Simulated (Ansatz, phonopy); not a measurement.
# W (Tungsten, Im-3m): phonons against volume, part 3 of 3

Wanted: mode Grüneisen parameters of W (Tungsten) and a free-energy fit over volumes.

Ansatz 0.2.0; DFT LDA, scalar-relativistic, plane waves, PAW; PAW set soft_1.

So far. Step 9 (Single point at a scaled cell, V/V0 0.985): The run ends at a pressure of 5.24 GPa. Step 10 (Lattice dynamics at this volume, V/V0 0.985): No mode is imaginary beyond numerical noise at the solved wavevectors.

### 11. Single point at a scaled cell, V/V0 1.03

Symmetry fixes every atom, so a single point at the scaled cell gives the energy and pressure of this member.

Input file input.yaml:

```yaml
crystal:
  lattice:
    - [-1.5834057576, 1.5834057576, 1.5834057576]
    - [1.5834057576, -1.5834057576, 1.5834057576]
    - [1.5834057576, 1.5834057576, -1.5834057576]
  atoms:
    - { symbol: W, position: [0.0, 0.0, 0.0] }
kpoints:
  mp_grid: { grid: [20, 20, 20] }
hamiltonian:
  xc: lda
  pseudopotentials: { kind: paw, azcp: { folder: soft_1 }, xc_functional: pbe }
scf:
  occupations: { method: methfessel_paxton, width: 0.2 }
  lower_state_search: "off"
output:
  forces: true
  stress: true
  eigenvalues: true
```

Command:

```
ansatz run input.yaml --threads 8 --pin off --max-ram 16384MiB --backend cpu --events-out ev --progress --plain --runs-dir out
```

Numbers of over 12 decimals in the logs are rounded to 6 here.

The program printed:

```text
[...]
Crystal: 1 atoms, lattice volume = 15.879 Å³
Basis set: ecut = 420 eV, 321 PW (Γ)
Bands: 11, of which v1, the nominal top of the filled ones, is band 7 counted from 1 (6 counted from 0)
Symmetry: 48 space group operations
[...]
k-points: 256 of 8000
[...]
--- Band table (eV; the first three rows and the last of 256) ---
  k-point 0: bands = [... 3 lower, -15.6678, 12.4330, 20.7537, 20.7537, 20.7537, 24.1933, 24.1933, 36.6173]
  k-point 1: bands = [... 3 lower, -15.6679, 12.5550, 20.6805, 20.7393, 20.8712, 24.0743, 24.1947, 36.7208]
  k-point 2: bands = [... 3 lower, -15.6684, 12.9098, 20.4750, 20.6775, 21.2203, 23.8013, 24.2033, 36.9915]
  k-point 255: bands = [... 3 lower, -16.5715, 16.1897, 16.1897, 27.1408, 27.1408, 27.1408, 30.3239, 30.3239]
[key lines of the parts left out:]
SCF converged after 6 iterations
Free energy (F): -10130.675644 eV
Fermi energy:    22.069725 eV
P = ⅓ Tr σ = -9.3629 GPa (-93.629 kbar)
```

Run time: 0.58 s. Hardware: 8 threads of Arm Neoverse V1, shared host; peak memory 0.31 GiB.

The run ends at a pressure of -9.36 GPa.

### 12. Phonons, V/V0 1.03

The same q-mesh and k-mesh are kept at every volume, so that much of their error can cancel in the differences.

Changes to input.yaml since step 11:

```diff
@@ -16,4 +16,11 @@
 output:
-  forces: true
-  stress: true
   eigenvalues: true
+phonons:
+  method: dfpt
+  qmesh: [4, 4, 4]
+  temperatures: { t_max: 1000, t_step: 50 }
+  qpath:
+    path:
+      - [[0.0, 0.0, 0.0], [0.5, -0.5, 0.5], [0.0, 0.0, 0.5], [0.0, 0.0, 0.0], [0.25, 0.25, 0.25], [0.5, -0.5, 0.5]]
+      - [[0.25, 0.25, 0.25], [0.0, 0.0, 0.5]]
+    npoints: 10
```

The program printed:

```text
[...]
Crystal: 1 atoms, lattice volume = 15.879 Å³
Basis set: ecut = 420 eV, 321 PW (Γ), exchange–correlation on 40×40×40 points (8 copies of the dense FFT grid, shifted against one another)
Bands: 11, of which v1, the nominal top of the filled ones, is band 7 counted from 1 (6 counted from 0)
Symmetry: 48 space group operations
k-points: 256 of 8000
[...]
k-point 255: bands = [... 3 lower, -16.5715, 16.1897, 16.1897, 27.1408, 27.1408, 27.1408, 30.3239, 30.3239]
[...]
ASR residual: 4.439e-5 → 0.000e0 eV/Å²; symmetrization residual: 1.516e-13 eV/Å²
  ASR residual per site (eV/Å²): 4.44e-5
  Γ frequencies (cm⁻¹): 0.00 0.00 0.00
--- Phonons (arbitrary-q DFPT): 8 irreducible q on the 4×4×4 mesh ---
[...]
interpolated dispersion: 62 rows × 3 modes
[...]
[key lines of the parts left out:]
SCF converged after 7 iterations
Free energy (F): -10130.675644 eV
Fermi energy:    22.069719 eV
```

It took 68 s on 8 threads; peak memory 3.3 GiB; 8 min of CPU time.

No LO-TO term. The phonon branches at the labelled points (cm⁻¹):

```tsv
point	branch 1	branch 2	branch 3
Γ	0	0	0
halfway	130	130	192
H	178	178	178
halfway	148	172	197
N	131	146	213
halfway	97	98	157
Γ	0	0	0
halfway	127	127	163
P	174	174	174
halfway	158	182	182
H	178	178	178
jump to P	174	174	174
halfway	158	159	195
N	131	146	213
```

The phonon branches as a text plot (rows in cm⁻¹):

```
    209 |                  *****                               **
    200 |       **       **                                   *
    191 |     **  *     *       *                            *
    182 |          *****                     ***  ********* *
    173 |          * *****                  *  ***      ** *
    164 |    *    *    *  *                *  *  **   **    **
    155 |        *      *  *     *           *     ***        *
    147 |       *        *  ***           * *                  **
    138 |   *             *    *                               *
    129 |     **           ****** *        *                    *
    120 |                       *        *
    111 |    *
    102 |                        * *      *
     93 |  *                     *
     84 |   *                     *     *
     75 |                                *
     67 |                          **
     58 |  *                       *
     49 | *                             *
     40 |                           *  *
     31 | *                          *
     22 |                            * *
     13 |
      4 |*                            *
         Γ           H       N        Γ         P        H|P    N
```

No mode is imaginary beyond numerical noise at the solved wavevectors.

### 13. A cell at another volume, V/V0 0.97

Symmetry fixes every atom, so a single point at the scaled cell gives the energy and pressure of this member.

input.yaml, the sections that differ from step 12:

```yaml
crystal:
  lattice:
    - [-1.5520429056, 1.5520429056, 1.5520429056]
    - [1.5520429056, -1.5520429056, 1.5520429056]
    - [1.5520429056, 1.5520429056, -1.5520429056]
  atoms:
    - { symbol: W, position: [0.0, 0.0, 0.0] }
output:
  forces: true
  stress: true
  eigenvalues: true
# kpoints, hamiltonian, scf: as in step 12
# phonons: removed
```

The program printed:

```text
[...]
Crystal: 1 atoms, lattice volume = 14.954 Å³
Basis set: ecut = 420 eV, 321 PW (Γ)
Bands: 11, of which v1, the nominal top of the filled ones, is band 7 counted from 1 (6 counted from 0)
Symmetry: 48 space group operations
[...]
k-points: 256 of 8000
[...]
--- Band table (eV; the first three rows and the last of 256) ---
  k-point 0: bands = [... 3 lower, -13.9449, 13.6625, 22.1992, 22.1992, 22.1992, 25.8911, 25.8911, 38.3055]
  k-point 1: bands = [... 3 lower, -13.9452, 13.7940, 22.1189, 22.1832, 22.3266, 25.7570, 25.8919, 38.4200]
  k-point 2: bands = [... 3 lower, -13.9460, 14.1755, 21.8937, 22.1153, 22.7053, 25.4531, 25.8995, 38.7238]
  k-point 255: bands = [... 3 lower, -15.0334, 17.2455, 17.2455, 29.1426, 29.1426, 29.1426, 32.3869, 32.3869]
[key lines of the parts left out:]
SCF converged after 6 iterations
Free energy (F): -10130.674168 eV
Fermi energy:    23.651990 eV
P = ⅓ Tr σ = 10.9000 GPa (109.000 kbar)
```

Wall time 0.57 s (8 threads); peak memory 0.31 GiB; 2.8 s of CPU time.

The run ends at a pressure of 10.90 GPa.

### 14. Lattice dynamics at this volume, V/V0 0.97

Phonons at this volume give one point of F(V, T); meshes stay fixed along the series.

Changes to input.yaml since step 13:

```diff
@@ -16,4 +16,11 @@
 output:
-  forces: true
-  stress: true
   eigenvalues: true
+phonons:
+  method: dfpt
+  qmesh: [4, 4, 4]
+  temperatures: { t_max: 1000, t_step: 50 }
+  qpath:
+    path:
+      - [[0.0, 0.0, 0.0], [0.5, -0.5, 0.5], [0.0, 0.0, 0.5], [0.0, 0.0, 0.0], [0.25, 0.25, 0.25], [0.5, -0.5, 0.5]]
+      - [[0.25, 0.25, 0.25], [0.0, 0.0, 0.5]]
+    npoints: 10
```

The program printed:

```text
[...]
Crystal: 1 atoms, lattice volume = 14.954 Å³
Basis set: ecut = 420 eV, 321 PW (Γ), exchange–correlation on 36×36×36 points (8 copies of the dense FFT grid, shifted against one another)
Bands: 11, of which v1, the nominal top of the filled ones, is band 7 counted from 1 (6 counted from 0)
Symmetry: 48 space group operations
k-points: 256 of 8000
[...]
k-point 255: bands = [... 3 lower, -15.0334, 17.2455, 17.2455, 29.1426, 29.1426, 29.1426, 32.3869, 32.3869]
[...]
ASR residual: 4.515e-5 → 0.000e0 eV/Å²; symmetrization residual: 7.355e-13 eV/Å²
  ASR residual per site (eV/Å²): 4.51e-5
  Γ frequencies (cm⁻¹): 0.00 0.00 0.00
--- Phonons (arbitrary-q DFPT): 8 irreducible q on the 4×4×4 mesh ---
[...]
interpolated dispersion: 62 rows × 3 modes
[...]
[key lines of the parts left out:]
SCF converged after 7 iterations
Free energy (F): -10130.674168 eV
Fermi energy:    23.651989 eV
```

Run time: 64 s. Hardware: 8 threads; peak memory 3.2 GiB; 7.5 min of CPU time.

No LO-TO term. The phonon branches at the labelled points (cm⁻¹):

```tsv
point	branch 1	branch 2	branch 3
Γ	0	0	0
halfway	145	145	207
H	200	200	200
halfway	169	184	223
N	148	153	242
halfway	104	107	176
Γ	0	0	0
halfway	137	137	187
P	191	191	191
halfway	167	207	207
H	200	200	200
jump to P	191	191	191
halfway	170	175	221
N	148	153	242
```

The phonon branches as a text plot (rows in cm⁻¹):

```
    237 |                  ****                                **
    227 |                **    *                              *
    217 |       ***     *       *                            *
    207 |     **   *  **                     **    *****    *
    197 |          *****                    *  * **     ****
    187 |    *    *    ***                 *   ***     **  **
    177 |        *      * *      *           **   *   *     **
    167 |                *                *        ***        *
    157 |       *         ****              *                  **
    146 |   * **           *****  *                             *
    136 |                       *        * *
    126 |    *
    116 |                          *      *
    106 |  *                     *
     96 |   *                           *
     86 |                         *      *
     76 |                           *
     66 |  *                       *
     56 | *                             *
     45 |                           *  *
     35 | *                          *
     25 |                            * *
     15 |
      5 |*                            *
         Γ           H       N        Γ         P        H|P    N
```

No mode is imaginary beyond numerical noise at the solved wavevectors.

### 15. A cell at another volume, V/V0 1.05

Symmetry fixes every atom, so a single point at the scaled cell gives the energy and pressure of this member.

The cell differs from the one that the last finished run ended in (a 2.688 → 2.760 Å, b 2.688 → 2.760 Å, c 2.688 → 2.760 Å).

input.yaml, the sections that differ from step 14:

```yaml
crystal:
  lattice:
    - [-1.5935887111, 1.5935887111, 1.5935887111]
    - [1.5935887111, -1.5935887111, 1.5935887111]
    - [1.5935887111, 1.5935887111, -1.5935887111]
  atoms:
    - { symbol: W, position: [0.0, 0.0, 0.0] }
output:
  forces: true
  stress: true
  eigenvalues: true
# kpoints, hamiltonian, scf: as in step 14
# phonons: removed
```

The program printed:

```text
[...]
Crystal: 1 atoms, lattice volume = 16.188 Å³
Basis set: ecut = 420 eV, 321 PW (Γ)
Bands: 11, of which v1, the nominal top of the filled ones, is band 7 counted from 1 (6 counted from 0)
Symmetry: 48 space group operations
[...]
k-points: 256 of 8000
[...]
--- Band table (eV; the first three rows and the last of 256) ---
  k-point 0: bands = [... 3 lower, -16.2004, 12.0579, 20.3053, 20.3053, 20.3053, 23.6663, 23.6663, 36.0915]
  k-point 1: bands = [... 3 lower, -16.2005, 12.1770, 20.2343, 20.2913, 20.4197, 23.5518, 23.6678, 36.1916]
  k-point 2: bands = [... 3 lower, -16.2009, 12.5239, 20.0348, 20.2316, 20.7599, 23.2881, 23.6767, 36.4522]
  k-point 255: bands = [... 3 lower, -17.0510, 15.8606, 15.8606, 26.5224, 26.5224, 26.5224, 29.6892, 29.6892]
[key lines of the parts left out:]
SCF converged after 6 iterations
Free energy (F): -10130.652249 eV
Fermi energy:    21.585757 eV
P = ⅓ Tr σ = -14.8559 GPa (-148.559 kbar)
```

Wall time 0.59 s (8 threads); peak memory 0.31 GiB.

The run ends at a pressure of -14.86 GPa.

### 16. Phonons, V/V0 1.05

The same q-mesh and k-mesh are kept at every volume, so that much of their error can cancel in the differences.

Changes to input.yaml since step 15:

```diff
@@ -16,4 +16,11 @@
 output:
-  forces: true
-  stress: true
   eigenvalues: true
+phonons:
+  method: dfpt
+  qmesh: [4, 4, 4]
+  temperatures: { t_max: 1000, t_step: 50 }
+  qpath:
+    path:
+      - [[0.0, 0.0, 0.0], [0.5, -0.5, 0.5], [0.0, 0.0, 0.5], [0.0, 0.0, 0.0], [0.25, 0.25, 0.25], [0.5, -0.5, 0.5]]
+      - [[0.25, 0.25, 0.25], [0.0, 0.0, 0.5]]
+    npoints: 10
```

The program printed:

```text
[...]
Crystal: 1 atoms, lattice volume = 16.188 Å³
Basis set: ecut = 420 eV, 321 PW (Γ), exchange–correlation on 40×40×40 points (8 copies of the dense FFT grid, shifted against one another)
Bands: 11, of which v1, the nominal top of the filled ones, is band 7 counted from 1 (6 counted from 0)
Symmetry: 48 space group operations
k-points: 256 of 8000
[...]
k-point 255: bands = [... 3 lower, -17.0510, 15.8606, 15.8606, 26.5224, 26.5224, 26.5224, 29.6892, 29.6892]
[...]
ASR residual: 3.096e-5 → 0.000e0 eV/Å²; symmetrization residual: 8.337e-13 eV/Å²
  ASR residual per site (eV/Å²): 3.10e-5
  Γ frequencies (cm⁻¹): 0.00 0.00 0.00
--- Phonons (arbitrary-q DFPT): 8 irreducible q on the 4×4×4 mesh ---
[...]
interpolated dispersion: 62 rows × 3 modes
[...]
[key lines of the parts left out:]
SCF converged after 7 iterations
Free energy (F): -10130.652249 eV
Fermi energy:    21.585748 eV
```

Elapsed: 67 s, on 8 threads; peak memory 3.3 GiB; 7.9 min of CPU time.

No mode is imaginary beyond numerical noise at the solved wavevectors.

### 17. How the modes move with volume

This step: DFT LDA, scalar-relativistic, plane waves, PAW; PAW set soft_1 (phonopy 4.10.0).

Numbers from this step:

| Property | Result |
| --- | --- |
| share of modes with a negative Grüneisen parameter | 0 |

Mean Grüneisen, by row:

```tsv
T (K)	heat-capacity-weighted mean	root mean square
50	1.504	1.548
100	1.598	1.642
200	1.629	1.673
300	1.636	1.679
500	1.639	1.683
800	1.64	1.684
```

Table of mean mode Grueneisen parameter by wavenumber:

```tsv
wavenumber (cm⁻¹)	mean mode Grueneisen parameter
3.8	-
11.4	-
18.9	1.02
26.5	1.23
34.1	1.19
41.7	1.05
49.3	1.08
56.8	1.16
64.4	1.25
72.0	1.19
79.6	1.22
87.2	1.16
94.7	1.35
102.3	1.27
109.9	1.35
117.5	1.36
125.0	1.38
132.6	1.48
140.2	1.58
147.8	1.5
155.4	1.42
162.9	1.47
170.5	1.6
178.1	1.75
185.7	1.9
193.3	2.01
200.8	2.03
208.4	1.94
216.0	2.05
223.6	2.14
```

Volume series, by row:

```tsv
V/V0	V (Å³/atom)	pressure (GPa)	E - E0 (meV/atom)	gap (eV)	zero-point energy (meV/atom)	lowest on the path (cm⁻¹)	highest at Gamma without the LO-TO term (cm⁻¹)
0.97	14.95	10.9	15.4	0	31.82	0	-
0.985	15.19	5.243	3.764	0	31.05	0	-
1	15.42	0	0	0	30.27	0	-
1.015	15.65	-4.86	3.527	0	29.51	0	-
1.03	15.88	-9.363	13.81	0	28.75	0	-
1.05	16.19	-14.86	37.17	0	27.73	0	-
```

Grüneisen at points, by row:

```tsv
point	branch	frequency (cm⁻¹)	mode Grüneisen parameter
H	1	189.3	1.99
N	1	139.5	2.11
N	2	149.4	0.87
N	3	227.7	2.15
P	1	182.2	1.6
```

### 18. Quasi-harmonic fit by phonopy

Numbers from this step:

| Property | Result |
| --- | --- |
| volume expansion coefficient at 300 K | 12.74 1e-6/K |
| isothermal bulk modulus at 300 K | 329.1 GPa |
| C_P at 300 K | 23.85 J/mol-atom/K |
| Grüneisen parameter at 300 K | 1.651 |

The energy (each curve on its own zero) by volume; values in meV/atom:

```tsv
volume (Å³/atom)	static	F at 0 K	F at 300 K	F at 1300 K
14.954	15.4	17.4	20.6	36.6
15.186	3.76	4.95	6.95	16.9
15.417	0	0.42	1.19	4.92
15.648	3.53	3.18	2.68	0.07
15.880	13.8	12.7	10.9	1.78
16.188	37.2	35.0	31.4	13.4
```

Phonopy-qha, vinet fit of F(V) at each temperature; no electronic free energy. Qha vinet, by row:

```tsv
T (K)	fitted volume (Å³/atom)	alpha_V (1e-6/K)	B_T (GPa)	C_P (J/mol-atom/K)	Grueneisen
100	15.45	8.19	333.7	16.02	1.579
150	15.45	10.67	332.7	20.42	1.622
200	15.46	11.78	331.5	22.32	1.638
250	15.47	12.38	330.3	23.29	1.646
300	15.48	12.74	329.1	23.85	1.651
350	15.49	12.99	327.9	24.2	1.656
400	15.5	13.18	326.7	24.45	1.659
450	15.51	13.33	325.4	24.63	1.663
500	15.52	13.46	324.2	24.76	1.666
550	15.53	13.57	322.9	24.88	1.669
600	15.54	13.67	321.7	24.97	1.672
650	15.56	13.77	320.4	25.05	1.675
700	15.57	13.86	319.1	25.11	1.678
750	15.58	13.95	317.8	25.18	1.681
800	15.59	14.03	316.5	25.23	1.684
850	15.6	14.12	315.2	25.29	1.687
900	15.61	14.2	313.9	25.34	1.69
950	15.62	14.29	312.6	25.39	1.693
1000	15.63	14.37	311.3	25.44	1.696
1050	15.64	14.45	310	25.48	1.699
1100	15.65	14.54	308.7	25.53	1.702
1150	15.67	14.62	307.3	25.57	1.705
1200	15.68	14.7	306	25.61	1.709
1250	15.69	14.79	304.7	25.66	1.712
```

Volume expansion coefficient, phonopy-qha, Vinet against temperature:

temperature (K), volume expansion coefficient, phonopy-qha, Vinet (1e-6/K) and a bar from the least value:
```
       75        5.9 
      100        8.2 ########
      150       10.7 ################
      175       11.3 ##################
      200       11.8 ####################
      225       12.1 #####################
      275       12.6 ######################
      300       12.7 #######################
      325       12.9 #######################
      375       13.1 ########################
      400       13.2 ########################
      425       13.3 #########################
      475       13.4 #########################
      500       13.5 #########################
      525       13.5 ##########################
      550       13.6 ##########################
      600       13.7 ##########################
      625       13.7 ##########################
      650       13.8 ##########################
      700       13.9 ###########################
      725       13.9 ###########################
      750       13.9 ###########################
      800       14.0 ###########################
      825       14.1 ###########################
      850       14.1 ############################
      875       14.2 ############################
      925       14.2 ############################
      950       14.3 ############################
      975       14.3 ############################
     1025       14.4 #############################
     1050       14.4 #############################
     1075       14.5 #############################
     1125       14.6 #############################
     1150       14.6 #############################
     1175       14.7 #############################
     1200       14.7 ##############################
     1250       14.8 ##############################
     1275       14.8 ##############################
```

The fit gives a volume expansion of 12.7 × 10⁻⁶/K at 300 K.

### 19. What came out

| Item | Value |
| --- | --- |
| volume expansion coefficient at 300 K | 12.74 1e-6/K |
| isothermal bulk modulus at 300 K | 329.1 GPa |
| C_P at 300 K | 23.85 J/mol-atom/K |
| Grüneisen parameter at 300 K | 1.651 |
| mean mode Grüneisen parameter at 300 K | 1.64 |

In words: Near room temperature W (Tungsten) expands by 12.7 × 10⁻⁶/K in volume by LDA, with C_P = 23.8 J/(mol K) per mole of atoms and B_T = 329 GPa. C_P at room temperature is 96 % of the classical 3R an atom. The fit leaves out the electrons' free energy, which adds to C_P and to the expansion of a metal at high temperature. The heat-capacity-weighted Grüneisen parameter goes from 1.50 at 50 K to 1.64 at 800 K. Weighting γ by the density of states and each mode's heat capacity at 300 K, modes below 80 cm⁻¹ give about 2 % of the sum of γC that drives the expansion, those up to 150 cm⁻¹ 28 % and the rest 70 %. Among the labelled points γ is largest for branch 3 at N (228 cm⁻¹, 2.1) and smallest for branch 2 at N (149 cm⁻¹, 0.87). The program warned that a few bands missed the eigensolver's threshold in at least one of the runs. The PAW files were made for PBE and are used here under another functional, for which the program regenerates the frozen cores.

[Logs are printed without paths, hosts, clocks, repeated set-up lines and the standing remarks that a program may print on its own settings, such as how far it seeks lower states.]

[Hosts, paths, dates, database ids (printed as entryN), source tags and the programs' standing remarks are cut or masked in the printed files.]

[A step with changed settings may run another functional than the one named; its input shows which.]

[Of the runs on displaced cells, only some may be shown.]
